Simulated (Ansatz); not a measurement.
# Lattice dynamics of NbTlSe3 (model cell, started as cubic perovskite with Nb in the octahedra), part 2 of 2

Aim: the vibrations of NbTlSe3 (model cell, started as cubic perovskite with Nb in the octahedra), their spectra, and whether the structure is stable.

Ansatz 0.2.0; DFT PBEsol, scalar-relativistic, plane waves, PAW; PAW set soft_1.

So far: Starting point; Relaxation. The relaxed cell has a = 5.037 Å (conventional setting).

The structure was built from a prototype and need not be the compound's stable phase.

## (3) Tight relaxation

Phonons need a cell at rest on their own settings, so the relaxation is repeated with tight tolerances on forces and stress, using the mesh and the filling of the phonon run that follows.

Input file input.yaml:

```yaml
crystal:
  lattice:
    - [5.0370892205, 0.0, 0.0]
    - [0.0, 5.0370892205, 0.0]
    - [0.0, 0.0, 5.0370892205]
  atoms:
    - { symbol: Tl, position: [0.0, 0.0, 0.0] }
    - { symbol: Nb, position: [0.5, 0.5, 0.5] }
    - { symbol: Se, position: [0.5, 0.5, 0.0] }
    - { symbol: Se, position: [0.5, 0.0, 0.5] }
    - { symbol: Se, position: [0.0, 0.5, 0.5] }
kpoints:
  mp_grid: { grid: [8, 8, 8] }
hamiltonian:
  xc: pbesol
  pseudopotentials: { kind: paw, azcp: { folder: soft_1 }, xc_functional: pbe }
scf:
  occupations: { method: methfessel_paxton, width: 0.2 }
output:
  forces: true
  stress: true
  eigenvalues: true
relax:
  adjacent_minimum: "off"
  f_tol: 0.001
  max_steps: 60
  cell: { stress_tol: 0.01 }
```

Launch:

```console
> ansatz run input.yaml --threads 4 --pin off --max-ram 16384MiB --backend cpu --events-out ev --progress --plain --runs-dir out
```

Numbers of over 12 decimals in the logs are rounded to 6 here.

The program printed:

```text
[...]
Crystal: 5 atoms, lattice volume = 127.802 Å³
Basis set: ecut = 420 eV, 2517 PW (Γ), exchange–correlation on 72×72×72 points (8 copies of the dense FFT grid, shifted against one another)
Bands: 45, of which v1, the nominal top of the filled ones, is band 37 counted from 1 (36 counted from 0)
Symmetry: 48 space group operations
[...]
k-points: 35 of 512
[...]
--- Relaxed structure (1 steps of the walk, 1 accepted, 1 SCFs on fresh bases) ---
[...]
cell:  # Å, volume = 127.8024 Å³
    - [5.0370892205, 0.0, 0.0]
    - [0.0, 5.0370892205, 0.0]
    - [0.0, 0.0, 5.0370892205]
  atoms:
    - { symbol: Tl, position: [0.0, 0.0, 0.0] }
    - { symbol: Nb, position: [0.5, 0.5, 0.5] }
    - { symbol: Se, position: [0.5, 0.5, 0.0] }
    - { symbol: Se, position: [0.5, 0.0, 0.5] }
    - { symbol: Se, position: [0.0, 0.5, 0.5] }
[key lines of the parts left out:]
SCF converged after 6 iterations
Free energy (F): -32067.926956 eV
Fermi energy:    8.911529 eV
P = ⅓ Tr σ = -0.0080 GPa (-0.080 kbar)
```

Wall time 7.9 s (4 threads of Arm Neoverse V1, shared host); peak memory 0.57 GiB; 30 s of CPU time.

Little changed from the start: no atom moved by 0.005 Å and no cell edge by 0.1 %.

Numbers from this step:

* pressure: -0.007989 GPa

The forces vanish by symmetry and the pressure is -0.008 GPa, within the tolerances set. The cell now holds 25.56 Å³/atom.

## (4) Zone-centre response

The zone centre comes first: it holds the modes that light can see, as far as symmetry allows. No field response is asked, since the mesh shows no gap.

input.yaml: that of step 3 with these lines changed.

```diff
@@ -19,9 +19,4 @@
 output:
-  forces: true
-  stress: true
   eigenvalues: true
-relax:
-  adjacent_minimum: "off"
-  f_tol: 0.001
-  max_steps: 60
-  cell: { stress_tol: 0.01 }
+phonons:
+  method: dfpt
```

The program printed:

```text
zone centre: on kpoints.mp_grid the ground state, and the responses unless they are solved on pairs of k-points, stand on 125 of the mesh's 512 k-points, reduced under 8 symmetry operations, with k and −k counted as one. Each operation leaves every solved displacement unchanged or reverses it
[...]
Crystal: 5 atoms, lattice volume = 127.802 Å³
Basis set: ecut = 420 eV, 2517 PW (Γ), exchange–correlation on 72×72×72 points (8 copies of the dense FFT grid, shifted against one another)
Bands: 45, of which v1, the nominal top of the filled ones, is band 37 counted from 1 (36 counted from 0)
Symmetry: 48 space group operations
k-points: 125 of 512 (irreducible under 8 space group operations)
[...]
SCF iter   1: F=—  HF=-32068.781974 eV  |F-HF|=—  |Δ(HF+E_count)|=         —  Δρ=3.90e-2  dr2=2.01e0  ethr=3.10e-3  ⟨swp⟩=6.3  Hψ=19939  notcnv=0
[...]
SCF iter  13: F=-32067.926956 eV  HF=-32067.926956 eV  |F-HF|=7.28e-12  |Δ(HF+E_count)|=  4.73e-11  S|Δr|=    0.00e0  Δρ=4.23e-8  dr2=2.34e-12  ethr=1.00e-12  ⟨swp⟩=11.1  Hψ=28019  notcnv=0
the search or the solves at the SCF's close seem to have found levels that the self-consistency loop had missed (the run counts 1). By its estimate they hold under 1e-12 electrons; where the run keeps them, the occupations were computed again with them
SCF 1 converged in 13 iterations: F = -32067.926956 eV  dr2 = 2.34e-12
[...]
DFPT response loops at Γ: preconditioner auto → Kerker (q_TF=auto, 2.491 Å⁻¹) (partly filled bands, converged f_vac=0.021); β = 1.00, the filter's whole step (`scf.mixing.beta` (0.50) is not read by the response loops under this deck's `scf.mixing.preconditioner`; to damp them name `kerker` or `kerker_dos`, under which they read `scf.mixing.beta`, and type it under 1.00, their step now; both keys bind the ground state too); Broyden in place of MSR1
SCF converged after 13 iterations
[...]
Free energy (F): -32067.926956 eV
[...]
Internal energy: -32067.905491 eV  (E = F + TS)
E sigma→0 (E₀):  -32067.921589 eV
Entropy (-TS):   -0.021465 eV (-4.293 meV/atom)
Fermi energy:    8.911529 eV
Step filling:    the computed levels leave a gap of 0.0000 eV = 0.0 smearing widths at the electron count; against every level under it full and every level over it empty, smearing changes F+E_penalty+E_count by -9.852 meV and its σ→0 estimate by -4.486 meV
[...]
--- Band table (eV; the first three rows and the last of 125) ---
  k-point 0: bands = [... 33 lower, 7.6814, 8.0776, 8.0776, 8.0776, 8.2799, 8.2799, 8.2799, 10.0511, ... 4 higher]
  k-point 1: bands = [... 33 lower, 7.6142, 7.7763, 8.0812, 8.0913, 8.0913, 8.8553, 8.8553, 10.0541, ... 4 higher]
  k-point 2: bands = [... 33 lower, 7.4630, 7.5398, 8.0901, 8.1531, 8.1531, 9.6234, 9.6234, 10.0601, ... 4 higher]
  k-point 124: bands = [... 33 lower, 4.3535, 9.1568, 9.1568, 9.1568, 10.2762, 10.2762, 10.2762, 14.6874, ... 4 higher]
--- Phonons (Γ-DFPT): 4 representative perturbations + reference, on 125 of 512 k-points (Σ response iterations 12) ---
  k mesh reduced under 8 symmetry operations, with k and −k counted as one. Each operation leaves every solved displacement unchanged or reverses it
  ASR residual: 6.982e-5 → 0.000e0 eV/Å²; symmetrization residual: 5.773e-5 eV/Å²
  ASR residual per site (eV/Å²): 4.53e-5 1.70e-5 6.98e-5 6.98e-5 6.98e-5
  Γ frequencies (cm⁻¹): 0.00 0.00 0.00 12.93 12.93 12.93 60.27 60.27 60.27 63.69 63.69 63.69 225.66 225.66 225.66
  non-analytic LO–TO correction: not included (Born effective charges unavailable; polar crystals: no LO–TO splitting at Γ)
```

Elapsed: 1.7 min, on 4 threads; peak memory 2.3 GiB; 6.7 min of CPU time.

In the SCF lines HF is the Harris–Foulkes energy and dr2 the Hartree energy of the density residual, in eV; the loop may stop once dr2 is under the threshold and the program's other checks hold. Hψ counts applications of the Hamiltonian.

Numbers from this step:

| Property | Result |
| --- | --- |
| sum-rule residual before enforcement | 6.98e-5 eV/Å² |
| point group | m-3m |
| highest optical mode at the zone centre (no LO-TO term) | 225.7 cm⁻¹ |
| lowest optical zone-centre mode | 12.93 cm⁻¹ |

Patterns of degenerate modes are one choice out of their space. Modes at Γ, with each element's share of the kinetic energy:

```tsv
mode	frequency (cm⁻¹)	symmetry	Tl %	Nb %	Se %
1	0.0	acoustic	38	17	44
2	0.0	acoustic	38	17	44
3	0.0	acoustic	38	17	44
4	12.9	T1u	62	10	29
5	12.9	T1u	62	10	29
6	12.9	T1u	62	10	29
7	60.3	T2u	0	0	100
8	60.3	T2u	0	0	100
9	60.3	T2u	0	0	100
10	63.7	T1u	0	54	46
11	63.7	T1u	0	54	46
12	63.7	T1u	0	54	46
13	225.7	T1u	0	19	81
14	225.7	T1u	0	19	81
15	225.7	T1u	0	19	81
```

Displacements in mode 4 (12.9 cm⁻¹), the largest set to 1:
```
Tl1  0.18  1.00 -0.43
Nb2 -0.11 -0.59  0.26
Se3 -0.12 -0.64  0.27
Se4 -0.12 -0.62  0.28
Se5 -0.12 -0.64  0.28
```

Displacements in mode 14 (225.7 cm⁻¹), the largest set to 1:
```
Tl1  0.00  0.00  0.00
Nb2  0.00  0.04 -0.47
Se3  0.00  0.02  1.00
Se4  0.00 -0.08 -0.23
Se5  0.00  0.02 -0.23
```

Before it was imposed, the acoustic sum rule was missed by 7.0e-5 eV/Å². Small misses are needed for a sound result but don't prove that mesh and cutoff are converged. The lowest optical mode is real, 12.9 cm⁻¹.

## (5) Response at finite wavevector

Stability and thermal properties need the whole zone. Linear response on a 2×2×2 q mesh gives force constants as far as a supercell of that size would.

input.yaml: that of step 4 with these lines changed.

```diff
@@ -22 +22,8 @@
   method: dfpt
+  qmesh: [2, 2, 2]
+  temperatures: { t_max: 1000, t_step: 50 }
+  qpath:
+    path:
+      - [[0.0, 0.0, 0.0], [0.0, 0.5, 0.0], [0.5, 0.5, 0.0], [0.0, 0.0, 0.0], [0.5, 0.5, 0.5], [0.0, 0.5, 0.0]]
+      - [[0.5, 0.5, 0.5], [0.5, 0.5, 0.0]]
+    npoints: 10
```

The program printed:

```text
[...]
Crystal: 5 atoms, lattice volume = 127.802 Å³
Basis set: ecut = 420 eV, 2517 PW (Γ), exchange–correlation on 72×72×72 points (8 copies of the dense FFT grid, shifted against one another)
Bands: 45, of which v1, the nominal top of the filled ones, is band 37 counted from 1 (36 counted from 0)
Symmetry: 48 space group operations
k-points: 35 of 512
[...]
SCF iter   1: F=—  HF=-32068.781948 eV  |F-HF|=—  |Δ(HF+E_count)|=         —  Δρ=3.90e-2  dr2=2.01e0  ethr=3.10e-3  ⟨swp⟩=6.3  Hψ=5559  notcnv=0
[...]
SCF iter  13: F=-32067.926956 eV  HF=-32067.926956 eV  |F-HF|=7.28e-12  |Δ(HF+E_count)|=  7.28e-11  S|Δr|=    0.00e0  Δρ=4.23e-8  dr2=2.34e-12  ethr=1.00e-12  ⟨swp⟩=11.1  Hψ=7881  notcnv=0
[...]
SCF 1 converged in 13 iterations: F = -32067.926956 eV  dr2 = 2.34e-12
[...]
SCF iter   6: F=-32067.926956 eV  HF=-32067.926956 eV  |F-HF|=1.46e-11  |Δ(HF+E_count)|=    0.00e0  S|Δr|=    0.00e0  Δρ=1.47e-8  dr2=2.67e-13  ethr=1.00e-12  ⟨swp⟩=2.1  Hψ=4581  notcnv=0
SCF 2 converged in 6 iterations: F = -32067.926956 eV  dr2 = 2.67e-13
phonons: the bands overlap, so this run is a metal and interpolates without the dipole-dipole term. If the crystal is really an insulator or semiconductor, its LO-TO splitting is missing
NSCF: frozen V_eff on 35 k-points
[...]
DFPT response loops at q = (0, 0, 0) (fractional): preconditioner auto → Kerker (q_TF=auto, 2.491 Å⁻¹) (partly filled bands, converged f_vac=0.021); β = 1.00, the filter's whole step (`scf.mixing.beta` (0.50) is not read by the response loops under this deck's `scf.mixing.preconditioner`; to damp them name `kerker` or `kerker_dos`, under which they read `scf.mixing.beta`, and type it under 1.00, their step now; both keys bind the ground state too); Broyden in place of MSR1
[...]
SCF converged after 13 iterations
[...]
Free energy (F): -32067.926956 eV
[...]
Internal energy: -32067.905491 eV  (E = F + TS)
E sigma→0 (E₀):  -32067.921589 eV
Entropy (-TS):   -0.021465 eV (-4.293 meV/atom)
Fermi energy:    8.911529 eV
[...]
--- Band table (eV; the first three rows and the last of 35) ---
  k-point 0: bands = [... 33 lower, 7.6814, 8.0776, 8.0776, 8.0776, 8.2799, 8.2799, 8.2799, 10.0511, ... 4 higher]
  k-point 1: bands = [... 33 lower, 7.6142, 7.7763, 8.0812, 8.0913, 8.0913, 8.8553, 8.8553, 10.0541, ... 4 higher]
  k-point 2: bands = [... 33 lower, 7.4630, 7.5398, 8.0901, 8.1531, 8.1531, 9.6234, 9.6234, 10.0601, ... 4 higher]
  k-point 34: bands = [... 33 lower, 4.3535, 9.1568, 9.1568, 9.1568, 10.2762, 10.2762, 10.2762, 14.6874, ... 4 higher]
--- Phonons (Γ-DFPT): 4 representative perturbations + reference (Σ response iterations 12) ---
  ASR residual: 7.536e-5 → 0.000e0 eV/Å²; symmetrization residual: 6.099e-5 eV/Å²
  ASR residual per site (eV/Å²): 4.57e-5 1.43e-5 7.54e-5 7.54e-5 7.54e-5
[...]
--- Phonons (arbitrary-q DFPT): 4 irreducible q on the 2×2×2 mesh ---
  q = [0.0000, 0.0000, 0.0000] (star 1, of the zone-centre solve; hermiticity 1.12e-5, symmetrization 6.48e-12): -0.00 0.00 0.00 12.93 12.93 12.93 60.27 60.27 60.27 63.69 63.69 63.69 225.66 225.66 225.66
  q = [0.0000, 0.0000, -0.5000] (star 3, 9 solved perturbations in 975 linear systems a pass and spin channel, the states on 125 of 512 k-point pairs; hermiticity 2.74e-6, symmetrization 3.35e-12): -10.45 -10.45 13.41 13.41 20.31 55.54 55.54 67.93 84.00 84.13 84.13 185.21 221.73 221.73 245.14
[...]
sum rule: each row above includes the acoustic sum rule's correction from the zone centre's row sums; it moved no ω² by more than (0.51 cm⁻¹)²
  mesh force constants: q→R imaginary residual 4.30e-18; ASR residual 7.536e-5 → 0.000e0 eV/Å²; symmetrization residual 7.105e-15 eV/Å²
  interpolated dispersion: 62 rows × 15 modes
  density of states and harmonic sums: on the 12×12×12 q-mesh, interpolated from the force constants of a 2×2×2 supercell (no non-analytic term)
  largest difference from the sums on the solved wave vectors: F 1.38e-1 eV, S 1.88e-4 and C_V 5.20e-5 eV/K
  zero-point energy: 0.082517 eV/cell   skipped modes (ω ≤ 0): 169, of them read as no rigid motion or as one in doubt: 166 (1.917e0 modes/cell left out, lowest -130.99 cm⁻¹)   left out of the sums: 1.28e-1 of the cell's modes: C_V's classical limit lies that fraction below 3 k_B per atom; for a crystal, a wire or a layer, F and S can be off by more, and a phonons.interpolated_qmesh denser along its periods is the remedy for the sampling
```

Wall time 8.1 min (4 threads); peak memory 2 GiB.

This step gave:

| Item | Value |
| --- | --- |
| sum-rule residual before enforcement | 7.54e-5 eV/Å² |
| lowest frequency on the path | -131.0 cm⁻¹ |
| highest frequency on the path or at a solved wavevector | 284.2 cm⁻¹ |
| lowest mode on the q mesh (acoustic modes at Γ apart) | -131.0 cm⁻¹ |

Frequencies (cm⁻¹) solved at each irreducible wavevector; negative means imaginary. Frequencies by wavevector, by row:

```tsv
q in reciprocal lattice units	star	mode 1	mode 2	mode 3	mode 4	mode 13	mode 14	mode 15
0 0 0	1	0	0	0	12.9	225.7	225.7	225.7
0 0 -0.5	3	-10.4	-10.4	13.4	13.4	221.7	221.7	245.1
0 -0.5 -0.5	3	-57	-42.4	8.1	8.1	183.3	215.7	264.9
-0.5 -0.5 -0.5	1	-131	-131	-55	-55	182.2	182.2	283.2
```

Interpolated from a 2×2×2 q mesh. The phonon branches at the labelled points (cm⁻¹):

```tsv
point	branch 1	branch 2	branch 3	branch 4	branch 12	branch 13	branch 14	branch 15
Γ	0	0	0	13	64	226	226	226
halfway	11	11	16	18	135	224	224	236
X	-10	-10	13	13	185	222	222	245
halfway	-29	-19	-4	12	173	184	219	262
M	-57	-42	8	8	183	183	216	265
halfway	-13	-6	13	14	136	197	221	255
Γ	0	0	0	13	64	226	226	226
halfway	-21	-21	6	18	136	187	187	273
R	-131	-131	-55	-55	182	182	182	283
halfway	-25	-24	-13	7	154	178	184	280
X	-10	-10	13	13	185	222	222	245
jump to R	-131	-131	-55	-55	182	182	182	283
halfway	-81	-56	-15	-15	158	183	183	283
M	-57	-42	8	8	183	183	216	265
```

The phonon density of states has structure finer than the step of the table below, so its rows give means over 20 cm⁻¹, whole bins alone (the curve runs from -132 to 282 cm⁻¹). Peaks (cm⁻¹: height): 12.5: 0.221, 62.5: 0.108, 107.5: 0.0954, 182.5: 0.104, 267.5: 0.0324.

Tetrahedra on a 12×12×12 mesh, mean over bins of 5 cm-1. Interpolated from a 2×2×2 q mesh. The phonon density of states by wavenumber; means over each step:

wavenumber (cm⁻¹), phonon density of states (1/cm⁻¹/cell) and a bar:
```
     -120      0.001 
     -100      0.002 
      -80      0.003 
      -60      0.009 ##
      -40      0.023 ######
      -20      0.042 ###########
        0      0.062 ################
       20      0.111 ##############################
       40      0.041 ###########
       60      0.077 #####################
       80      0.075 ####################
      100      0.071 ###################
      120      0.039 ##########
      140      0.007 ##
      160      0.026 #######
      180      0.055 ###############
      200      0.027 #######
      220      0.030 ########
      240      0.007 ##
      260      0.023 ######
```

The partial phonon density of states has structure finer than the step of the table below, so its rows give means over 20 cm⁻¹, whole bins alone (the curve runs from -134 to 303 cm⁻¹). Peaks (cm⁻¹: height): Nb -13.0: 0.0115, 63.8: 0.0162, 140.7: 0.0140, 181.9: 0.0808; Se -45.9: 0.0288, -29.5: 0.0312, 30.9: 0.0485, 61.1: 0.0810, 77.6: 0.0764, 110.5: 0.0758, 220.3: 0.0339; Tl 11.7: 0.192.

Phonopy on the run's constants, 11x11x11 mesh, Gaussian sigma 3.1 cm-1. Interpolated from a 2×2×2 q mesh. The partial phonon density of states by wavenumber; means over each step; values in 1/cm⁻¹/cell:

```tsv
wavenumber (cm⁻¹)	Nb	Se	Tl
-120	1.6e-6	0.00108	0
-100	3.1e-5	0.00163	0
-80	5.5e-5	0.00239	0
-60	8.9e-5	0.00870	3.5e-5
-40	0.00229	0.0232	4.0e-4
-20	0.00643	0.0173	0.0148
0	0.00353	0.00552	0.0485
20	0.00827	0.0248	0.0812
40	0.00442	0.0323	0.00320
60	0.0114	0.0674	8.5e-4
80	0.0104	0.0631	3.6e-4
100	0.0102	0.0607	2.8e-4
120	0.00370	0.0361	9.7e-5
140	0.00730	0.00133	4.0e-5
160	0.0195	0.00544	9.9e-5
180	0.0462	0.00994	1.7e-4
200	0.00744	0.0169	5.1e-6
220	0.00607	0.0250	0
240	8.4e-4	0.00667	0
260	0.00118	0.0215	0
280	5.4e-4	0.0189	0
```

Symmetry leaves 4 wavevectors to solve. The lowest mode among them, the acoustic zeros apart, lies at q = (-0.5, -0.5, -0.5) and is imaginary, 131.0i cm⁻¹, so the energy falls along it.

## (6) Outcome

```
space group after relaxation (within 0.01 Å)            : Pm-3m
volume per atom                                         : 25.6 Å³
electronic character                                    : no gap on this mesh
highest optical mode at the zone centre (no LO-TO term) : 226 cm⁻¹
lowest optical zone-centre mode                         : 12.9 cm⁻¹
lowest mode on the q mesh (acoustic modes at Γ apart)   : -131 cm⁻¹
highest frequency on the path or at a solved wavevector : 284 cm⁻¹
imaginary modes on the 2×2×2 q mesh                     : yes
```

In words: Modes are clearly imaginary (beyond 10i cm⁻¹) at 3 of the 4 irreducible wavevectors, most at q = (-0.5, -0.5, -0.5) (131.0i cm⁻¹), so this structure is not a minimum of the energy. The optical modes at Γ span 13 to 226 cm⁻¹. The highest mode in this list at Γ, 225.7 cm⁻¹, is mostly motion of Se (81 % of the kinetic energy). With no gap, or one that is small against the smearing, the frequencies hang on the k mesh and the smearing, most of all near Kohn anomalies. An optical mode within 15 cm⁻¹ of zero is at the mercy of small errors in the force constants, and even its sign is uncertain. Spin-orbit coupling is left out, which can matter for the heavy elements here. The PAW files were made for PBE and serve the other functionals too. The starting cell was built on a prototype and not taken from a measurement, so the phase need not exist. These are harmonic frequencies at zero temperature: anharmonic shifts, linewidths and thermal expansion are left out.

[Logs are printed without paths, hosts, clocks, repeated set-up lines and the standing remarks that a program may print on its own settings, such as how far it seeks lower states.]

[Hosts, paths, dates, database ids (printed as entryN), source tags and the programs' standing remarks are cut or masked in the printed files.]
